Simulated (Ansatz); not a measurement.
# A hypothetical structure for Tl2FeO4

This structure for Tl2FeO4 is made up. Its elements were placed in a known structure type with a cell scaled to their sizes. What cell does the guess relax to, and how far off was it?

Main program and level: Ansatz 0.2.0; DFT, PBEsol, plane-wave PAW, files of the set soft_1, scalar-relativistic, ferromagnetic start, cell and ions relaxed at zero pressure; PAW set soft_1, in the first sound run; inputs show where later runs differ.

### Step 1. Set-up

Symmetry: I4/mmm, No. 139, tetragonal system. The conventional cell has a = 3.954 Å, b = 3.954 Å, c = 11.740 Å, α = 90.00°, β = 90.00°, γ = 90.00°. Tl has 8 O at 2.29 to 2.66 Å nearest. Nearest to Fe lie 4 O at 1.98 Å. Nearest to O lie 2 Fe at 1.98 Å and 4 Tl at 2.66 Å. O has 4 Tl at 2.29 Å nearest. Farther neighbours and most contacts between anions are not listed.

### Step 2. Relaxation of the guess

The guess takes its coordinates from another compound and its volume from a rule, so the cell and any free coordinates are relaxed together.

File input.yaml:

```yaml
crystal:
  lattice:
    - [-1.977, 1.977, 5.87]
    - [1.977, -1.977, 5.87]
    - [1.977, 1.977, -5.87]
  atoms:
    - { symbol: Tl, position: [0.349, 0.349, 0.0] }
    - { symbol: Tl, position: [0.651, 0.651, 0.0] }
    - { symbol: Fe, position: [0.0, 0.0, 0.0], spin: 3.0 }
    - { symbol: O, position: [0.0, 0.5, 0.5] }
    - { symbol: O, position: [0.5, 0.0, 0.5] }
    - { symbol: O, position: [0.25, 0.75, 0.5] }
    - { symbol: O, position: [0.75, 0.25, 0.5] }
magnetization:
  spin_polarized: true
kpoints:
  mp_grid: { grid: [9, 9, 9] }
scf:
  occupations: { method: fermi_dirac, width: 0.05 }
hamiltonian:
  xc: pbesol
  pseudopotentials: { kind: paw, azcp: { folder: soft_1 }, xc_functional: pbe }
relax:
  f_tol: 0.015
  max_steps: 70
  cell: {}
output:
  forces: true
  stress: true
```

The run is started by

```
$ ansatz run input.yaml --threads 4 --pin off --max-ram 10240MiB --backend cpu --events-out ev --progress --plain --runs-dir out
```

Numbers of over 12 decimals in the logs are rounded to 6 here.

Log:

```text
basis.fft_grid_basis auto: the FFT boxes are laid along the combinations [[1, 0, 1], [0, 1, 1], [0, 0, 1]] of the cell's own vectors, 3.954, 3.954 and 6.502 Å long. The dense box has 27×27×45 points. Along the cell's own vectors, as sized, it would have 45×45×45, 2.78 times as many. Of the 16 symmetry operations that the crystal satisfies within crystal.symmetry.tolerance (time reversal apart; of a slab, those that k [...]
Engine: ansatz 0.2.0, x86_64-unknown-linux-gnu
Pseudopotentials: kind: paw
Pseudopotential: Tl, paw, valence charge 13, recommended cutoff 420 eV (normal), soft_1/Tl.paw.azcp
Pseudopotential: Fe, paw, valence charge 16, recommended cutoff 420 eV (normal), soft_1/Fe.paw.azcp
Pseudopotential: O, paw, valence charge 6, recommended cutoff 420 eV (normal), soft_1/O.paw.azcp
Functional definition: PBEsol
  exchange = pbesol_x
  correlation = pbesol_c
Crystal: 7 atoms, lattice volume = 91.772 Å³
Basis set: ecut = 420 eV, 1799 PW (Γ), FFT grids on a1+a3, a2+a3, a3, exchange–correlation on 54×54×90 points (8 copies of the dense FFT grid, shifted against one another)
Bands: 42, of which v1, the nominal top of the filled ones, is band 33 counted from 1 (32 counted from 0)
Symmetry: 16 space group operations
Space group: I4/mmm (ITA 139), of the structure as read, at distance tolerance 4.5e-5 Å
Magnetic group: BNS 139.531 (UNI 1191), of the structure as read, at distance tolerance 4.5e-5 Å
k-points: 75 of 729
Non-local potential: Tl, projectors of the file, l = 0: 2, l = 1: 2, l = 2: 2, l = 3: 1
Non-local potential: Fe, projectors of the file, l = 0: 3, l = 1: 2, l = 2: 3, l = 3: 1
Non-local potential: O, projectors of the file, l = 0: 2, l = 1: 2, l = 2: 1
PAW form: soft (Blöchl's): semilocal exchange-correlation on the pseudo side does not see the compensation charge
PAW frozen core: Tl, regenerated for the run's functional, and the local potential with it (the file was generated under x = pbe(κ = 0.804, μ = 0.219515), c = pbe(β = 0.066725))
PAW frozen core: Fe, regenerated for the run's functional, and the local potential with it (the file was generated under x = pbe(κ = 0.804, μ = 0.219515), c = pbe(β = 0.066725))
PAW frozen core: O, regenerated for the run's functional, and the local potential with it (the file was generated under x = pbe(κ = 0.804, μ = 0.219515), c = pbe(β = 0.066725))
PAW one-centre angular grid: Tl, 590 points (default); XC on 64 Gauss nodes
PAW one-centre angular grid: Fe, 590 points (default); XC on 64 Gauss nodes
PAW one-centre angular grid: O, 110 points (default); XC on 64 Gauss nodes
Initial density: superposition of atomic densities (chi_scale 0.1, normalization cell, long waves kept (reshape's long-wave potential 0.02 eV rms))
Starting moments: Σ|m| = 3 μB on 1 of 7 sites
Initial wavefunctions: pseudopotential atomic-orbital guess
Functional: x = pbesol(κ = 0.804, μ = 0.123457), c = pbesol(β = 0.046)
SCF iter   1: F=—  HF=-29281.475948 eV  |F-HF|=—  |Δ(HF+E_count)|=         —  Δρ=5.19e-2 (↑5.19e-2 ↓4.28e-2)  dr2=5.64e0  dr2_m=2.61e-1  M=3.339 μB ∫|m|=3.364 μB  β_m=0.30  ethr=3.10e-3  ⟨swp⟩=5.9  Hψ=23194  notcnv=0
Mixer restart at iter 1: flushing history
preconditioner: auto → Kerker (q_TF=auto, 2.582 Å⁻¹)  [metal: Δε(μ)=0.003 eV  Ē_g=12.361 eV  σ=0.050 eV  W_gap=0.01  n_scr=32 (ndim 8)  ℏωp=29.5 eV  f_vac=0.000  D(μ)=5.82/eV (n_scr^D=62)]
spin=Collinear: Kerker preconditioning applied to the charge; magnetization (m = ρ↑ − ρ↓) channel mixes plain (no charge-response kernel on spin).
SCF iter   2: F=—  HF=-29281.505802 eV  |F-HF|=—  |Δ(HF+E_count)|=   2.99e-2  Δρ=2.66e-2 (↑2.66e-2 ↓2.37e-2)  dr2=1.19e0  dr2_m=1.68e-1  M=3.411 μB ∫|m|=3.436 μB  β_m=0.41  ethr=3.10e-3  ⟨swp⟩=2.4  Hψ=11012  notcnv=0  defer=333
SCF iter   3: F=—  HF=-29281.518960 eV  |F-HF|=—  |Δ(HF+E_count)|=   1.32e-2  Δρ=1.36e-2 (↑1.36e-2 ↓1.17e-2)  dr2=3.09e-1  dr2_m=5.91e-2  M=3.470 μB ∫|m|=3.497 μB  β_m=0.58  ethr=1.81e-3  ⟨swp⟩=2.7  Hψ=10702  notcnv=0  defer=320
SCF iter   4: F=—  HF=-29281.503041 eV  |F-HF|=—  |Δ(HF+E_count)|=   1.59e-2  Δρ=6.97e-3 (↑3.69e-3 ↓6.97e-3)  dr2=4.04e-2  dr2_m=6.50e-3  M=3.524 μB ∫|m|=3.565 μB  β_m=0.61  ethr=4.68e-4  ⟨swp⟩=2.1  Hψ=11607  notcnv=0  defer=318
SCF iter   5: F=—  HF=-29281.518105 eV  |F-HF|=—  |Δ(HF+E_count)|=         —  Δρ=6.84e-3 (↑1.57e-3 ↓6.84e-3)  dr2=2.21e-2  dr2_m=9.08e-3  M=3.545 μB ∫|m|=3.606 μB  β_m=0.61  ethr=6.12e-5  ⟨swp⟩=2.0  Hψ=12995  notcnv=0  defer=310
Mixer restart at iter 5: flushing history
SCF iter   6: F=—  HF=-29281.535986 eV  |F-HF|=—  |Δ(HF+E_count)|=   1.79e-2  Δρ=5.53e-3 (↑1.26e-3 ↓5.53e-3)  dr2=7.65e-3  dr2_m=6.53e-3  M=3.545 μB ∫|m|=3.609 μB  β_m=0.80  ethr=3.34e-5  ⟨swp⟩=2.2  Hψ=11021  notcnv=0  defer=309
SCF iter   7: F=—  HF=-29281.551665 eV  |F-HF|=—  |Δ(HF+E_count)|=   1.57e-2  Δρ=3.05e-3 (↑1.06e-3 ↓3.05e-3)  dr2=7.07e-3  dr2_m=1.45e-3  M=3.555 μB ∫|m|=3.619 μB  β_m=0.90  ethr=1.16e-5  ⟨swp⟩=2.0  Hψ=12625  notcnv=0  defer=306
SCF iter   8: F=—  HF=-29281.553172 eV  |F-HF|=—  |Δ(HF+E_count)|=   1.51e-3  Δρ=2.31e-3 (↑1.29e-3 ↓2.31e-3)  dr2=7.34e-3  dr2_m=4.77e-4  M=3.548 μB ∫|m|=3.608 μB  β_m=0.76  ethr=1.07e-5  ⟨swp⟩=2.0  Hψ=12797  notcnv=0  defer=301
SCF iter   9: F=—  HF=-29281.553470 eV  |F-HF|=—  |Δ(HF+E_count)|=   2.99e-4  Δρ=7.95e-4 (↑3.68e-4 ↓7.95e-4)  dr2=8.57e-4  dr2_m=5.97e-5  M=3.550 μB ∫|m|=3.610 μB  β_m=0.88  ethr=1.07e-5  ⟨swp⟩=2.0  Hψ=9727  notcnv=0  defer=301
SCF iter  10: F=—  HF=-29281.553497 eV  |F-HF|=—  |Δ(HF+E_count)|=   2.69e-5  Δρ=1.52e-4 (↑6.55e-5 ↓1.52e-4)  dr2=2.33e-5  dr2_m=2.86e-6  M=3.551 μB ∫|m|=3.611 μB  β_m=0.94  ethr=1.30e-6  ⟨swp⟩=2.2  Hψ=11245  notcnv=0  defer=301
SCF iter  11: F=—  HF=-29281.553500 eV  |F-HF|=—  |Δ(HF+E_count)|=   2.49e-6  Δρ=6.00e-5 (↑1.32e-5 ↓6.00e-5)  dr2=9.50e-7  dr2_m=7.77e-7  M=3.551 μB ∫|m|=3.611 μB  β_m=0.95  ethr=3.53e-8  ⟨swp⟩=2.0  Hψ=11304  notcnv=0  defer=301
SCF iter  12: F=—  HF=-29281.553500 eV  |F-HF|=—  |Δ(HF+E_count)|=   9.05e-7  Δρ=1.82e-5 (↑6.69e-6 ↓1.82e-5)  dr2=2.01e-7  dr2_m=6.43e-8  M=3.551 μB ∫|m|=3.611 μB  β_m=0.97  ethr=1.44e-9  ⟨swp⟩=2.0  Hψ=11200  notcnv=0  defer=301
SCF iter  13: F=—  HF=-29281.553500 eV  |F-HF|=—  |Δ(HF+E_count)|=   6.28e-8  Δρ=4.51e-6 (↑1.61e-6 ↓4.51e-6)  dr2=1.21e-8  dr2_m=5.38e-9  M=3.551 μB ∫|m|=3.611 μB  β_m=0.99  ethr=3.04e-10  ⟨swp⟩=2.0  Hψ=10901  notcnv=0  defer=301
SCF iter  14: F=-29281.553500 eV  HF=-29281.553501 eV  |F-HF|=1.48e-8  |Δ(HF+E_count)|=   7.64e-9  Δρ=3.54e-6 (↑9.30e-7 ↓3.54e-6)  dr2=1.71e-8  dr2_m=2.04e-9  M=3.551 μB ∫|m|=3.611 μB  ethr=1.83e-11  ⟨swp⟩=1.9  Hψ=17972  notcnv=0
[...]
SCF iter   6: F=—  HF=-29281.672823 eV  |F-HF|=—  |Δ(HF+E_count)|=   5.63e-5  Δρ=1.76e-4 (↑1.19e-4 ↓1.76e-4)  dr2=2.56e-5  dr2_m=1.07e-5  M=3.526 μB ∫|m|=3.587 μB  β_m=0.91  ethr=1.65e-7  ⟨swp⟩=2.0  Hψ=11203  notcnv=0
SCF iter   7: F=—  HF=-29281.672826 eV  |F-HF|=—  |Δ(HF+E_count)|=   2.79e-6  Δρ=7.22e-5 (↑5.73e-5 ↓7.22e-5)  dr2=1.74e-5  dr2_m=2.29e-7  M=3.527 μB ∫|m|=3.588 μB  β_m=0.82  ethr=3.88e-8  ⟨swp⟩=2.0  Hψ=10605  notcnv=0
SCF iter   8: F=—  HF=-29281.672825 eV  |F-HF|=—  |Δ(HF+E_count)|=   1.01e-6  Δρ=5.58e-5 (↑2.35e-5 ↓5.58e-5)  dr2=6.99e-6  dr2_m=2.90e-7  M=3.527 μB ∫|m|=3.588 μB  β_m=0.91  ethr=2.63e-8  ⟨swp⟩=1.1  Hψ=6334  notcnv=0
SCF iter   9: F=—  HF=-29281.672825 eV  |F-HF|=—  |Δ(HF+E_count)|=   6.89e-8  Δρ=1.28e-5 (↑4.71e-6 ↓1.28e-5)  dr2=3.61e-7  dr2_m=2.27e-8  M=3.527 μB ∫|m|=3.588 μB  β_m=0.96  ethr=1.06e-8  ⟨swp⟩=2.0  Hψ=6985  notcnv=0
SCF iter  10: F=-29281.672824 eV  HF=-29281.672825 eV  |F-HF|=3.31e-7  |Δ(HF+E_count)|=   3.13e-8  Δρ=1.58e-5 (↑4.43e-6 ↓1.58e-5)  dr2=3.78e-7  dr2_m=3.55e-8  M=3.527 μB ∫|m|=3.588 μB  ethr=5.46e-10  ⟨swp⟩=2.9  Hψ=21786  notcnv=0
SCF 3 converged in 10 iterations: F = -29281.672824 eV  dr2 = 3.78e-7
relax step   3: F+E_penalty+E_count = -29281.67282436 eV  Δ(F+E_penalty+E_count) = -2.812e-2 eV  max|allowed force component| = 7.003e-2 eV/Å  Δτ_max = 0.0402 Å  P = +0.622 GPa  Ω = 90.076 Å³  energy of the carried Pulay correction = +3.885e-3 eV  (10 SCF iters, dr2 threshold 7.00e-7 eV, accepted)
[...]
relax step   4: F+E_penalty+E_count = -29281.67342235 eV  Δ(F+E_penalty+E_count) = -5.980e-4 eV  max|allowed force component| = 3.436e-3 eV/Å  Δτ_max = 0.0065 Å  P = -0.028 GPa  Ω = 90.552 Å³  energy of the carried Pulay correction = +2.787e-3 eV  (9 SCF iters, dr2 threshold 7.00e-7 eV, accepted)
[...]
relax step   5: F+E_penalty+E_count = -29281.67270685 eV  Δ(F+E_penalty+E_count) = +7.155e-4 eV  max|allowed force component| = 3.423e-3 eV/Å  Δτ_max = 0.0000 Å  P = -0.030 GPa  Ω = 90.552 Å³  stress off target by 1.06e-1 GPa  SCF on the basis re-selected at this cell (its energy is not comparable with the rows above)  (11 SCF iters)
[...]
relax step   6: F+E_penalty+E_count = -29281.67275743 eV  Δ(F+E_penalty+E_count) = -5.058e-5 eV  max|allowed force component| = 6.382e-5 eV/Å  Δτ_max = 0.0001 Å  P = +0.008 GPa  Ω = 90.559 Å³  energy of the carried Pulay correction = -9.228e-6 eV  (8 SCF iters, dr2 threshold 2.81e-8 eV, accepted)
iter 1 solved again at ethr=2.62e-8 eV; its pass at ethr=3.10e-3 eV (dr2=1.73e-5 eV) is discarded
SCF iter   1: F=—  HF=-29281.672736 eV  |F-HF|=—  |Δ(HF+E_count)|=         —  Δρ=2.44e-5 (↑2.12e-5 ↓2.44e-5)  dr2=3.98e-8  dr2_m=3.77e-8  M=3.547 μB ∫|m|=3.607 μB  β_m=0.65  ethr=2.62e-8  ⟨swp⟩=3.2  Hψ=41741  notcnv=0
preconditioner: auto → Kerker (q_TF=auto, 2.420 Å⁻¹)  [metal: Δε(μ)=0.017 eV  Ē_g=12.371 eV  σ=0.050 eV  W_gap=0.08  n_scr=24 (ndim 8)  ℏωp=29.7 eV  f_vac=0.009  D(μ)=2.41/eV (n_scr^D=12)]
spin=Collinear: Kerker preconditioning applied to the charge; magnetization (m = ρ↑ − ρ↓) channel mixes plain (no charge-response kernel on spin).
SCF iter   2: F=—  HF=-29281.672743 eV  |F-HF|=—  |Δ(HF+E_count)|=   6.99e-6  Δρ=8.72e-6 (↑7.61e-6 ↓8.72e-6)  dr2=5.48e-9  dr2_m=4.65e-9  M=3.547 μB ∫|m|=3.607 μB  β_m=0.65  ethr=6.04e-11  ⟨swp⟩=2.0  Hψ=10604  notcnv=0
SCF iter   3: F=—  HF=-29281.672743 eV  |F-HF|=—  |Δ(HF+E_count)|=   7.07e-7  Δρ=2.87e-7 (↑2.87e-7 ↓2.75e-7)  dr2=3.29e-10  dr2_m=1.20e-11  M=3.547 μB ∫|m|=3.607 μB  β_m=0.65  ethr=8.31e-12  ⟨swp⟩=2.0  Hψ=8460  notcnv=0
SCF iter   4: F=—  HF=-29281.672743 eV  |F-HF|=—  |Δ(HF+E_count)|=  6.91e-11  Δρ=2.38e-7 (↑1.10e-7 ↓2.38e-7)  dr2=1.98e-10  dr2_m=8.13e-12  M=3.547 μB ∫|m|=3.607 μB  β_m=0.82  ethr=1.00e-12  ⟨swp⟩=1.0  Hψ=6300  notcnv=0
SCF iter   5: F=—  HF=-29281.672743 eV  |F-HF|=—  |Δ(HF+E_count)|=  3.27e-11  Δρ=1.34e-7 (↑1.34e-7 ↓1.25e-7)  dr2=5.43e-11  dr2_m=7.59e-12  M=3.547 μB ∫|m|=3.607 μB  β_m=0.91  ethr=1.00e-12  ⟨swp⟩=1.9  Hψ=7360  notcnv=0
SCF iter   6: F=-29281.672743 eV  HF=-29281.672743 eV  |F-HF|=3.64e-11  |Δ(HF+E_count)|=  3.64e-12  Δρ=2.13e-7 (↑7.28e-8 ↓2.13e-7)  dr2=3.98e-11  dr2_m=1.25e-11  M=3.547 μB ∫|m|=3.607 μB  ethr=1.00e-12  ⟨swp⟩=3.0  Hψ=19635  notcnv=0
SCF 7 converged in 6 iterations: F = -29281.672743 eV  dr2 = 3.98e-11
relax step   7: F+E_penalty+E_count = -29281.67274323 eV  Δ(F+E_penalty+E_count) = +1.420e-5 eV  max|allowed force component| = 4.511e-5 eV/Å  Δτ_max = 0.0000 Å  P = +0.008 GPa  Ω = 90.559 Å³  stress off target by 2.16e-2 GPa  SCF on the basis re-selected at this cell (its energy is not comparable with the rows above)  (6 SCF iters)
basis re-selected at this cell: Δ(F+E_penalty+E_count) = +1.420e-5 eV, ΔP = +0.001 GPa vs the last step (what re-selecting the basis moved, of the pressure what is left beyond the Pulay correction that the steps carried, after the strain that the cell walked since its last selection, with what the two solves' SCF thresholds leave and, on support functions, any second-order correction that the steps lacked; it is no m [...]
SCF converged after 6 iterations
Magnetization: 3.5468 μB (34.7734 up, 31.2266 down)
Absolute magnetization: 3.6056 μB (∫|ρ↑−ρ↓|, with the PAW one-centre terms)
Spin contamination: 0.0677 ħ² per cell (⟨S²⟩ above its minimum at these occupations)
Per-site moments (μB) at R_I (Å): [(0.00782663, 0.929606), (0.00782663, 0.929606), (2.868409, 0.798786), (0.135473, 0.798786), (0.135473, 0.798786), (-0.00141293, 0.929606), (-0.00141293, 0.929606)]
Free energy (F): -29281.672743 eV
Harris-Foulkes:  -29281.672743 eV  (|F-HF|=3.64e-11)
Internal energy: -29281.652413 eV  (E = F + TS)
E sigma→0 (E₀):  -29281.662578 eV
Entropy (-TS):   -0.020330 eV (-2.904 meV/atom)
Fermi energy:    11.207717 eV
--- Per-component energies (eV) ---
  E_band       = -237.510003
  E_kinetic    = 1530.779753
  E_local      = -5498.999378  (includes V_loc(G=0)·N_el)
  E_nonlocal   = 1144.867344
  E_hartree    = 2159.322557
  E_xc         = -747.575195
  E_vxc        = -735.181911  (∫ρ·V_xc dr)
  E_paw        = -22069.551200  (= ΣΔE_a)
  E_vpaw       = -997.623279  (= ΣTr[D̂ρ^β])
  E_aug_tail   = 0.001986  (compensation charges beyond the density's cutoff)
  E_ewald      = -5800.895299
  E_core_change = 0.397019  (= ΣΔE_core)
  E_smearing   = -0.020330  (= −TS)
  E_closure    = -0.000000  (closes the sum)
  Σ components = -29281.672743   (vs F -29281.672743, Δ=0.00e0)
--- Forces (eV/Å), atoms counted from 1 ---
  atom   1  Tl     0.00000000    -0.00000000     0.00004511
  atom   2  Tl    -0.00000000     0.00000000    -0.00004511
  atom   3  Fe     0.00000000     0.00000000    -0.00000000
  atom   4  O      0.00000000     0.00000000     0.00000000
  atom   5  O      0.00000000     0.00000000     0.00000000
  atom   6  O     -0.00000000    -0.00000000     0.00000000
  atom   7  O      0.00000000    -0.00000000     0.00000000
  max |Σ_I F_I| component: 6.51e-19 eV/Å
--- Stress (GPa, compression-positive) ---
        0.001789      -0.000000       0.000000
       -0.000000       0.001789       0.000000
        0.000000       0.000000       0.021623
  P = ⅓ Tr σ = 0.0084 GPa (0.084 kbar)
--- Relaxed structure (5 steps of the walk, 5 accepted, 2 SCFs on fresh bases) ---
  F+E_penalty+E_count = -29281.67274323 eV   max|allowed force component| = 4.511e-5 eV/Å   (the final SCF, on the basis selected at the relaxed cell)
  cell:  # Å, volume = 90.5594 Å³
    - [-1.936452, 1.936452, 6.037543]
    - [1.936452, -1.936452, 6.037543]
    - [1.936452, 1.936452, -6.037543]
  atoms:
    - { symbol: Tl, position: [0.345465, 0.345465, 0] }
    - { symbol: Tl, position: [0.654535, 0.654535, 0] }
    - { symbol: Fe, position: [0, 0, 0] }
    - { symbol: O, position: [0, 0.5, 0.5] }
    - { symbol: O, position: [0.5, 0, 0.5] }
    - { symbol: O, position: [0.250000, 0.75, 0.5] }
    - { symbol: O, position: [0.75, 0.250000, 0.5] }
```

Wall time 53 s (4 threads of AMD EPYC 7B13 (Zen 3), shared host); peak memory 0.79 GiB.

The steps of the relaxation:

| step | energy less that of the first step (eV) | largest force component (eV/Å) | pressure (GPa) | volume (Å³) |
| --- | --- | --- | --- | --- |
| 1 | 0.0000 | 0.7428 | -4.40 | 91.77 |
| 2 | -0.0912 | 0.4006 | -1.75 | 92.35 |
| 3 | -0.1193 | 0.0700 | 0.62 | 90.08 |
| 4 | -0.1199 | 0.0034 | -0.03 | 90.55 |
| 5* | -0.1192 | 0.0034 | -0.03 | 90.55 |
| 6 | -0.1193 | 0.0001 | 0.01 | 90.56 |
| 7* | -0.1192 | 0.0000 | 0.01 | 90.56 |

Relaxation steps marked * repeat the geometry before them on a plane-wave basis chosen anew for their cell, so energy and pressure can jump there.

The run keeps the 16 symmetry operations that it works with, so distortions that break them were not tested.

| conventional cell, symmetrised | before | after | change |
| --- | --- | --- | --- |
| a (Å) | 3.954 | 3.873 | -2.1 % |
| b (Å) | 3.954 | 3.873 | -2.1 % |
| c (Å) | 11.740 | 12.075 | +2.9 % |
| volume (Å³/atom) | 13.11 | 12.94 | -1.3 % |

The atoms that moved most (Å, as changes of fractional coordinates times the final cell):

| atom | dx | dy | dz | length |
| --- | --- | --- | --- | --- |
| Tl1 | 0.000 | 0.000 | -0.043 | 0.043 |
| Tl2 | 0.000 | 0.000 | 0.043 | 0.043 |

Numbers from this step:

- free energy: -29281.6727 eV
- energy at zero smearing: -29281.6626 eV
- smearing term TS: 0.02033 eV
- Fermi energy: 11.21 eV
- magnetization: 3.547 μB
- absolute magnetization: 3.606 μB
- site moments: 0.007827, 0.007827, 2.868, 0.1355, 0.1355, -0.001413, -0.001413 μB
- electrons: 66
- symmetry operations: 16
- pressure: 0.008400 GPa

Site moment by atom:

| atom | site moment (μB) |
| --- | --- |
| Tl1 | 0.01 |
| Tl2 | 0.01 |
| Fe3 | 2.87 |
| O4 | 0.14 |
| O5 | 0.14 |
| O6 | 0.00 |
| O7 | 0.00 |

The shortest distance of each pair, which need not be the same contact before and after:

| pair | guess (Å) | relaxed (Å) |
| --- | --- | --- |
| Fe–O | 1.977 | 1.936 |
| O–Tl | 2.293 | 2.254 |
| O–O | 2.796 | 2.739 |
| Fe–Tl | 3.311 | 3.314 |
| Tl–Tl | 3.545 | 3.580 |

The relaxation ends with a largest force component of 4.5e-5 eV/Å and a pressure of 0.01 GPa.

[end of part 1 of 2]

[Logs are printed without paths, hosts, clocks, repeated set-up lines and the standing remarks that a program may print on its own settings, such as how far it seeks lower states.]

[Hosts, paths, dates, database ids (printed as entryN), source tags and the programs' standing remarks are cut or masked in the printed files.]
